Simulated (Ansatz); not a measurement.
# Decaying states in the gap of Tl2WBr4O2, part 2 of 3

Aim: relax a made-up compound, Tl2WBr4O2, and see how good a tunnel barrier it would be. It is built by putting Br for F, Tl for Rb in the Rb2WO2F4 structure of space group C2/m, with the volume rescaled by atomic radii. The parent structure comes from the Materials Project.

Ansatz 0.2.0; r2SCAN DFT, plane waves, PAW files (the session's first sound run).

So far. Step 2 (Relaxing the new crystal): The largest force component on a free atom ends at 0.010 eV/Å.

The structure was built from a prototype and need not be the compound's stable phase.

## (3) The bulk crystal and its band edges

The energy window and the wavevectors of the next steps follow from the band edges, so these are searched first, off the mesh as well.

input.yaml reads:

```yaml
crystal:
  lattice:
    - [5.7376587677, -3.6495622988, -0.7388322081]
    - [5.7376587677, 3.6495622988, -0.7388322081]
    - [-0.8744964438, 0.0, 5.8455423376]
  atoms:
    - { symbol: Tl, position: [0.7041437877, 0.7041437877, 0.3564826434] }
    - { symbol: Tl, position: [0.2958562123, 0.2958562123, 0.6435173566] }
    - { symbol: W, position: [0.0, 0.0, 0.0] }
    - { symbol: O, position: [0.8690362481, 0.8690362481, 0.7500686337] }
    - { symbol: O, position: [0.1309637519, 0.1309637519, 0.2499313663] }
    - { symbol: Br, position: [0.343542757, 0.845610377, 0.8074892898] }
    - { symbol: Br, position: [0.845610377, 0.343542757, 0.8074892898] }
    - { symbol: Br, position: [0.656457243, 0.154389623, 0.1925107102] }
    - { symbol: Br, position: [0.154389623, 0.656457243, 0.1925107102] }
kpoints:
  mp_grid: { grid: [4, 4, 6] }
  band_path: { path: [VBM, CBM], npoints: 30 }
scf:
  occupations: { method: fixed }
hamiltonian:
  xc: r2scan
output:
  eigenvalues: true
  write_potential: true
  write_density: true
  volumetric_format: npy
  elf: true
```

Started as:

```bash
$ ansatz run input.yaml --threads 2 --pin off --max-ram 4096MiB --backend cpu --events-out ev --progress --plain --runs-dir out
```

Numbers of over 12 decimals in the logs are rounded to 6 here.

Log:

```text
[...]
Crystal: 9 atoms, lattice volume = 240.095 Å³
Basis set: ecut = 500 eV, 6101 PW (Γ), exchange–correlation on 200×200×180 points (64 copies of the dense FFT grid, shifted against one another)
Bands: 49, of which v1, the nominal top of the filled ones, is band 40 counted from 1 (39 counted from 0)
Symmetry: 4 space group operations
[...]
k-points: 34 of 96
[...]
SCF iter   1: F=—  HF=-45627.261806 eV  |F-HF|=—  |Δ(HF+E_count)|=         —  Δρ=1.28e-2  dr2=6.09e-1  dr2_τ=2.55e-1  ethr=1.77e-3  ⟨swp⟩=5.0  Hψ=6058  notcnv=0  defer=216
[...]
SCF iter   8: F=-45627.223732 eV  HF=-45627.223732 eV  |F-HF|=1.85e-9  |Δ(HF+E_count)|=   4.06e-7  Δρ=3.57e-6  dr2=5.12e-8  dr2_τ=2.04e-9  ethr=1.25e-10  ⟨swp⟩=8.7  Hψ=7732  notcnv=0
SCF 1 converged in 8 iterations: F = -45627.223732 eV  dr2 = 5.12e-8
[...]
NSCF: frozen V_eff on 68 k-points
[...]
SCF converged after 8 iterations
Free energy (F): -45627.223732 eV
[...]
Internal energy: -45627.223732 eV  (E = F + TS)
E sigma→0 (E₀):  -45627.223732 eV
Fermi energy:    3.928130 eV
[...]
--- Band table (eV; the first three rows and the last of 34) ---
  k-point 0: bands = [... 36 lower, 3.3925, 3.4231, 3.4574, 3.4684, 5.0495, 7.0642, 7.7844, 8.2213, ... 5 higher]
  k-point 1: bands = [... 36 lower, 3.4230, 3.4604, 3.5432, 3.5562, 5.0653, 7.1905, 7.7669, 8.1864, ... 5 higher]
  k-point 2: bands = [... 36 lower, 3.4235, 3.4536, 3.6763, 3.8127, 5.0614, 7.5183, 7.7263, 8.1271, ... 5 higher]
  k-point 33: bands = [... 36 lower, 3.3551, 3.3822, 3.5358, 3.8041, 5.3619, 7.0526, 7.8982, 8.1773, ... 5 higher]
```

It took 1.7 min on 2 threads of Arm Neoverse V2, shared host; peak memory 1.2 GiB.

Reading the cycles: dr2 is the Hartree energy of the density residual (eV), the measure of convergence; HF is the Harris–Foulkes estimate of the energy, which meets the free energy F at convergence.

Numbers from this step:

| Item | Value |
| --- | --- |
| free energy | -45627.2237 eV |
| Fermi energy | 3.928 eV |
| gap on the k-mesh | 1.107 eV |
| gap on path | 1.105 eV, by band count; negative where bands overlap |
| direct gap on path | 1.248 eV |
| edge places on path | 0, 0.9633 1/A along the path |

Electronic bands along the path, in eV, zero at the Fermi level (highest filled level under fixed occupations); v1 is the highest filled band, c1 the lowest empty one:

| point | v4 | v3 | v2 | v1 | c1 | c2 | c3 | c4 |
| --- | --- | --- | --- | --- | --- | --- | --- | --- |
| VBM | -0.65 | -0.61 | -0.04 | 0.00 | 1.36 | 3.64 | 3.93 | 4.03 |
| halfway | -0.65 | -0.57 | -0.30 | -0.07 | 1.52 | 3.47 | 3.83 | 3.93 |
| CBM | -0.53 | -0.52 | -0.21 | -0.14 | 1.11 | 3.76 | 3.85 | 4.27 |

ELF in the ac plane of the cell as run, not the conventional one, at fractional y = 0.131, with atoms of O and Br within 0.2 Å of it. It is the smooth field of the valence electrons, not physical close to the nuclei.

Ten even steps from '0' (0.01) to '9' (0.90), each cell a mean:
```
2100000002566421134
3210110000011001233
5210000110000001345
5200011222100002456
4100123333200002456
2000134443200001344
0000234443100000121
0000123332000000000
0132111210014543100
2688630000268987400
6889961002699999611
7857971015885489612
7868850037960068513
4788620048961288412
3354200048998886224
3111000026999862245
```
Columns run along a (6.8 Å), rows up along c (5.9 Å). Atoms in or near the plane, at fractional coordinates: O at (0.13, 0.25), Br at (0.66, 0.19).

Valence density in the ac plane of the cell as run, not the conventional one, at fractional y = 0.131, with atoms of O and Br within 0.2 Å of it. It is the smooth field of the valence electrons, not physical close to the nuclei.

Ten steps, logarithmic in the rise over the least value, from '_' (0.0 e/Å³) to '@' (6.3 e/Å³), each cell a mean:
```
==--....__________..::::::::::--==++**
--::......____________........::--====
--::................________..::--====
::..........::::::....______..::------
::..__....::--==--::..______....::::::
..____..::--==++==::..________........
______..::--====--::..________________
______..::------::..__________________
__..::::::::::::..______........______
..--++++==::..______..::--==--::..____
--**%%%%**--..____..::==++++++==::....
++%%@@@@##--..____::==++******++--::::
**%%@@%%**::____..--++**====**++------
++####**--..____..--++**++++**++======
**++==--..______..--++******++====++**
**==::..________..::--======----==**##
```
Columns run along a (6.8 Å), rows up along c (5.9 Å). Atoms in or near the plane, at fractional coordinates: O at (0.13, 0.25), Br at (0.66, 0.19).

Electrostatic potential energy in the ac plane of the cell as run, not the conventional one, at fractional y = 0.131, with atoms of O and Br within 0.2 Å of it. With pseudopotentials it is smooth inside the atoms' cores, unlike the true potential.

Ten even steps from '0' (-50 eV) to '9' (11 eV), each cell a mean:
```
6899999999999998655
8899999999999998777
8999999999999999888
9999999889999999999
9999988788999999999
9999987778999999999
9999987788999999999
9999988889999999999
9999999999999999999
9998999999999999999
9744799999985468999
8401699999840027999
8313899999600016888
7668999999600027877
5789999999731378754
5789999999988888643
```
Columns run along a (6.8 Å; values clipped at the 3rd and 97th percentile), rows up along c (5.9 Å). Atoms in or near the plane, at fractional coordinates: O at (0.13, 0.25), Br at (0.66, 0.19).

The searched edges give 1.10 eV, against 1.11 eV on the mesh.

## (4) Complex bands, plane (100)

This step: r2SCAN DFT, plane waves, PAW files; complex bands by layer matching along the plane's normal (Ansatz 0.2.0).

The same crystal is laid in a cell whose first two vectors span the (100) plane (indices of the standard conventional cell, whose axes can be ordered otherwise than in the bulk input). At fixed energy and wavevector in the plane the solver finds all kz, real and complex. A few wavevectors are listed, (0, 0) and (-0.5, 0) in units of the plane's reciprocal vectors; the slowest state needn't be among them.

input.yaml reads:

```yaml
crystal:
  lattice:
    - [5.910592969, 0.0, 0.0]
    - [0.0, 7.299124598, 0.0]
    - [-1.57961091, 3.649562299, 5.565198158]
  atoms:
    - { symbol: Tl, position: [0.3564826434, 0.2958562123, 0.4082875754] }
    - { symbol: Tl, position: [0.6435173566, 0.7041437877, 0.5917124246] }
    - { symbol: W, position: [0.0, 0.0, 0.0] }
    - { symbol: O, position: [0.7500686337, 0.1309637519, 0.7380724962] }
    - { symbol: O, position: [0.2499313663, 0.8690362481, 0.2619275038] }
    - { symbol: Br, position: [0.8074892898, 0.154389623, 0.189153134] }
    - { symbol: Br, position: [0.8074892898, 0.656457243, 0.189153134] }
    - { symbol: Br, position: [0.1925107102, 0.845610377, 0.810846866] }
    - { symbol: Br, position: [0.1925107102, 0.343542757, 0.810846866] }
kpoints:
  mp_grid: { grid: [4, 4, 4] }
scf:
  occupations: { method: fixed }
hamiltonian:
  xc: r2scan
output:
  eigenvalues: true
  transmission:
    leads: [[0, 0]]
    kpoints: [[0.0, 0.0], [-0.5, 0.0]]
    e_range: [-1.0, 2.1]
    de: 0.05
```

Log:

```text
[...]
Crystal: 9 atoms, lattice volume = 240.095 Å³
Basis set: ecut = 500 eV, 6101 PW (Γ), exchange–correlation on 180×216×200 points (64 copies of the dense FFT grid, shifted against one another)
Bands: 49, of which v1, the nominal top of the filled ones, is band 40 counted from 1 (39 counted from 0)
Symmetry: 4 space group operations
[...]
k-points: 24 of 64
[...]
SCF iter   1: F=—  HF=-45627.261667 eV  |F-HF|=—  |Δ(HF+E_count)|=         —  Δρ=1.28e-2  dr2=6.09e-1  dr2_τ=2.55e-1  ethr=1.77e-3  ⟨swp⟩=5.0  Hψ=4267  notcnv=0  defer=156
[...]
SCF iter   8: F=-45627.223616 eV  HF=-45627.223616 eV  |F-HF|=2.33e-10  |Δ(HF+E_count)|=   4.05e-7  Δρ=3.66e-6  dr2=5.40e-8  dr2_τ=1.94e-9  ethr=1.25e-10  ⟨swp⟩=8.7  Hψ=5511  notcnv=0
SCF 1 converged in 8 iterations: F = -45627.223616 eV  dr2 = 5.40e-8
[...]
transmission: 10 of 20 steps passed
transmission: 20 of 20 steps passed
SCF converged after 8 iterations
Free energy (F): -45627.223616 eV
[...]
Internal energy: -45627.223616 eV  (E = F + TS)
E sigma→0 (E₀):  -45627.223616 eV
Fermi energy:    3.928156 eV
[...]
--- Band table (eV; the first three rows and the last of 24) ---
  k-point 0: bands = [... 36 lower, 3.3925, 3.4232, 3.4575, 3.4685, 5.0494, 7.0642, 7.7844, 8.2212, ... 5 higher]
  k-point 1: bands = [... 36 lower, 3.2787, 3.4459, 3.6727, 3.7523, 5.1665, 7.2981, 7.7823, 8.1213, ... 5 higher]
  k-point 2: bands = [... 36 lower, 3.2758, 3.3028, 3.9045, 3.9282, 5.2694, 7.5530, 7.8363, 7.9695, ... 5 higher]
  k-point 23: bands = [... 36 lower, 3.2482, 3.2712, 3.8129, 3.8277, 5.4484, 7.3274, 7.7981, 7.8633, ... 5 higher]
--- Transmission ---
  basis      : 451 plane waves across, 10 finite elements along
  points     : 2, as listed
  energies   : 63 from -1.000000 to 2.100000 eV about the Fermi level, 0.050000 eV apart; the leads are filled to 0.553305 eV, and channels, transmission and decay are at 0.550000 eV
  crystal 0  : Tl2O2Br4W1, at the sites [0, 0], period 5.5652 Å: whole cells are its period
    offset         : up to 0.0000 Å between an atom of the period and one for which it stands
    channels       : 0.000000e0 a spin
    conductance    : none, the energies end too early or step too widely for 300 K: set another output.transmission.e_range or a lower de, or, where they end at an eighth of basis.ecutwfc, a higher one
    slowest decay  : 0.2519 /Å at (-0.5000, 0.0000)
```

Wall time 4.5 min (2 threads); peak memory 2.3 GiB; 8 min of CPU time.

This step gave:

* free energy: -45627.2236 eV
* level to which the leads are filled: 0.5533 eV from the Fermi level
* decay constant at the filling level, zone centre: 0.2795 Å⁻¹
* decay constant at the filling level, slowest listed point: 0.2519 Å⁻¹

K parallel (0, 0); values up to 1.5 1/Å, a degenerate pair printed once or twice; energies at which all values exceed this have no row. The Im kz of the slowest decaying states by energy, zero at the highest filled level on the SCF mesh:

| energy (eV) | decay 1 (Å⁻¹) | decay 2 (Å⁻¹) | decay 3 (Å⁻¹) | decay 4 (Å⁻¹) |
| --- | --- | --- | --- | --- |
| -1.00 | 0.0354 | 0.0468 | 0.163 | 0.226 |
| -0.85 | 0.0897 | 0.113 | 0.155 | 0.205 |
| -0.70 | 0.117 | 0.143 | 0.503 | 0.724 |
| -0.55 | 0.0685 | 0.109 | 0.140 | 0.182 |
| -0.40 | 0.131 | 0.146 | 0.212 | 0.228 |
| -0.20 | 0.163 | 0.201 | 0.291 | 0.326 |
| -0.05 | 0.137 | 0.233 | 0.314 | 0.368 |
| 0.00 | 0.0111 | 0.111 | 0.242 | 0.320 |
| 0.10 | 0.171 | 0.209 | 0.258 | 0.331 |
| 0.25 | 0.218 | 0.275 | 0.337 | 0.343 |
| 0.40 | 0.252 | 0.286 | 0.352 | 0.439 |
| 0.55 | 0.280 | 0.290 | 0.357 | 0.452 |
| 0.70 | 0.285 | 0.305 | 0.358 | 0.461 |
| 0.85 | 0.265 | 0.331 | 0.355 | 0.467 |
| 1.00 | 0.208 | 0.345 | 0.363 | 0.470 |
| 1.15 | 0.328 | 0.412 | 0.471 | 0.566 |
| 1.30 | 0.300 | 0.466 | 0.470 | 0.486 |
| 1.50 | 0.270 | 0.418 | 0.467 | 0.537 |
| 1.65 | 0.298 | 0.401 | 0.464 | 0.560 |
| 1.80 | 0.314 | 0.388 | 0.460 | 0.563 |
| 1.95 | 0.325 | 0.375 | 0.456 | 0.545 |
| 2.10 | 0.332 | 0.362 | 0.451 | 0.522 |

K parallel (-0.5, 0); values up to 1.5 1/Å, a degenerate pair printed once or twice; energies at which all values exceed this have no row. The Im kz of the slowest decaying states by energy, zero at the highest filled level on the SCF mesh:

| energy (eV) | decay 1 (Å⁻¹) | decay 2 (Å⁻¹) | decay 3 (Å⁻¹) | decay 4 (Å⁻¹) |
| --- | --- | --- | --- | --- |
| -1.000 | 0.103 | 0.130 | 0.178 | 0.303 |
| -0.800 | 0.0370 | 0.139 | 0.256 | 0.350 |
| -0.600 | 0.0653 | 0.0883 | 0.119 | 0.203 |
| -0.400 | 0.162 | 0.257 | 0.298 | 0.542 |
| -0.200 | 0.0682 | 0.189 | 0.302 | 0.419 |
| 0.000 | 0.175 | 0.220 | 0.277 | 0.334 |
| 0.200 | 0.232 | 0.281 | 0.349 | 0.361 |
| 0.400 | 0.252 | 0.320 | 0.381 | 0.391 |
| 0.600 | 0.249 | 0.352 | 0.396 | 0.420 |
| 0.800 | 0.222 | 0.388 | 0.408 | 0.436 |
| 1.000 | 0.151 | 0.382 | 0.407 | 0.417 |
| 1.200 | 0.358 | 0.407 | 0.423 | 0.470 |
| 1.400 | 0.320 | 0.400 | 0.428 | 0.479 |
| 1.600 | 0.305 | 0.386 | 0.431 | 0.486 |
| 1.800 | 0.358 | 0.379 | 0.432 | 0.490 |
| 2.000 | 0.375 | 0.387 | 0.431 | 0.491 |

At the listed wavevectors the last open channel is at -0.05 eV and the next at +1.15 eV on the grid. At +0.55 eV, the grid energy nearest the filling level (the middle of the gap on the SCF mesh), the slowest state at the listed wavevectors decays with κ = 0.252 Å⁻¹, its amplitude falling by e over 4.0 Å. Through 1 nm of this crystal that state's transmission falls by exp(−2 × 0.252 Å⁻¹ × 10 Å) = 0.0065.

## (5) Decay over the two-dimensional zone

The listed points could miss the slowest state, so one energy near mid-gap is solved on a mesh of 8×6.

Changes to input.yaml since step 4:

```diff
@@ -23,6 +23,2 @@
   eigenvalues: true
-  transmission:
-    leads: [[0, 0]]
-    kpoints: [[0.0, 0.0], [-0.5, 0.0]]
-    e_range: [-1.0, 2.1]
-    de: 0.05
+  transmission: { leads: [[0, 0]], kmesh: [8, 6], e_range: [0.55, 0.56], de: 0.05 }
```

Log:

```text
[...]
Crystal: 9 atoms, lattice volume = 240.095 Å³
Basis set: ecut = 500 eV, 6101 PW (Γ), exchange–correlation on 180×216×200 points (64 copies of the dense FFT grid, shifted against one another)
Bands: 49, of which v1, the nominal top of the filled ones, is band 40 counted from 1 (39 counted from 0)
Symmetry: 4 space group operations
[...]
k-points: 24 of 64
[...]
SCF iter   1: F=—  HF=-45627.261667 eV  |F-HF|=—  |Δ(HF+E_count)|=         —  Δρ=1.28e-2  dr2=6.09e-1  dr2_τ=2.55e-1  ethr=1.77e-3  ⟨swp⟩=5.0  Hψ=4267  notcnv=0  defer=156
[...]
SCF iter   8: F=-45627.223616 eV  HF=-45627.223616 eV  |F-HF|=2.33e-10  |Δ(HF+E_count)|=   4.05e-7  Δρ=3.66e-6  dr2=5.40e-8  dr2_τ=1.94e-9  ethr=1.25e-10  ⟨swp⟩=8.7  Hψ=5511  notcnv=0
SCF 1 converged in 8 iterations: F = -45627.223616 eV  dr2 = 5.40e-8
[...]
transmission: 20 of 200 steps passed
transmission: 40 of 200 steps passed
[...]
transmission: 200 of 200 steps passed
SCF converged after 8 iterations
Free energy (F): -45627.223616 eV
[...]
Internal energy: -45627.223616 eV  (E = F + TS)
E sigma→0 (E₀):  -45627.223616 eV
Fermi energy:    3.928156 eV
[...]
--- Band table (eV; the first three rows and the last of 24) ---
  k-point 0: bands = [... 36 lower, 3.3925, 3.4232, 3.4575, 3.4685, 5.0494, 7.0642, 7.7844, 8.2212, ... 5 higher]
  k-point 1: bands = [... 36 lower, 3.2787, 3.4459, 3.6727, 3.7523, 5.1665, 7.2981, 7.7823, 8.1213, ... 5 higher]
  k-point 2: bands = [... 36 lower, 3.2758, 3.3028, 3.9045, 3.9282, 5.2694, 7.5530, 7.8363, 7.9695, ... 5 higher]
  k-point 23: bands = [... 36 lower, 3.2482, 3.2712, 3.8129, 3.8277, 5.4484, 7.3274, 7.7981, 7.8633, ... 5 higher]
--- Transmission ---
  basis      : 451 plane waves across, 10 finite elements along
  points     : 20, standing for a mesh of 8 x 6
  energies   : 1 from 0.550000 to 0.550000 eV about the Fermi level; the leads are filled to 0.553305 eV, and channels, transmission and decay are at 0.550000 eV
[...]
channels       : 0.000000e0 a spin
    conductance    : none, crystal 0 has no channel at the energies, or these end too early or step too widely for 300 K: set another output.transmission.e_range or a lower de, or, where they end at an eighth of basis.ecutwfc, a higher one
    slowest decay  : 0.2477 /Å at (0.0000, 0.5000)
```

Wall time 3.4 min (2 threads); peak memory 2.3 GiB; 6.7 min of CPU time.

This step gave:

| Property | Result |
| --- | --- |
| least decay constant on the mesh | 0.2477 Å⁻¹ |

Slowest decay constant (1/Å; 0 where a channel is open) over k1 and k2. At 0.5500 eV from the Fermi level.

Values, 6 rows by 8 columns:
```
0.342 0.294 0.325 0.279 0.252 0.279 0.325 0.294
0.273 0.295 0.335 0.279 0.262 0.279 0.335 0.295
0.252 0.280 0.314 0.273 0.280 0.273 0.314 0.280
0.273 0.295 0.335 0.279 0.262 0.279 0.335 0.295
0.342 0.294 0.325 0.279 0.252 0.279 0.325 0.294
0.351 0.293 0.350 0.276 0.248 0.276 0.350 0.293
```
Columns: k1 (b1) from -0.5 to 0.375; rows upwards: k2 (b2) from -0.5 to 0.333.

The least value on the mesh is 0.248 Å⁻¹ at +0.55 eV. At that energy the listed points give about 0.252 Å⁻¹ by interpolation, so the mesh holds no clearly slower state.

[end of part 2 of 3]

[Logs are printed without paths, hosts, clocks, repeated set-up lines and the standing remarks that a program may print on its own settings, such as how far it seeks lower states.]

[Hosts, paths, dates, database ids (printed as entryN), source tags and the programs' standing remarks are cut or masked in the printed files.]
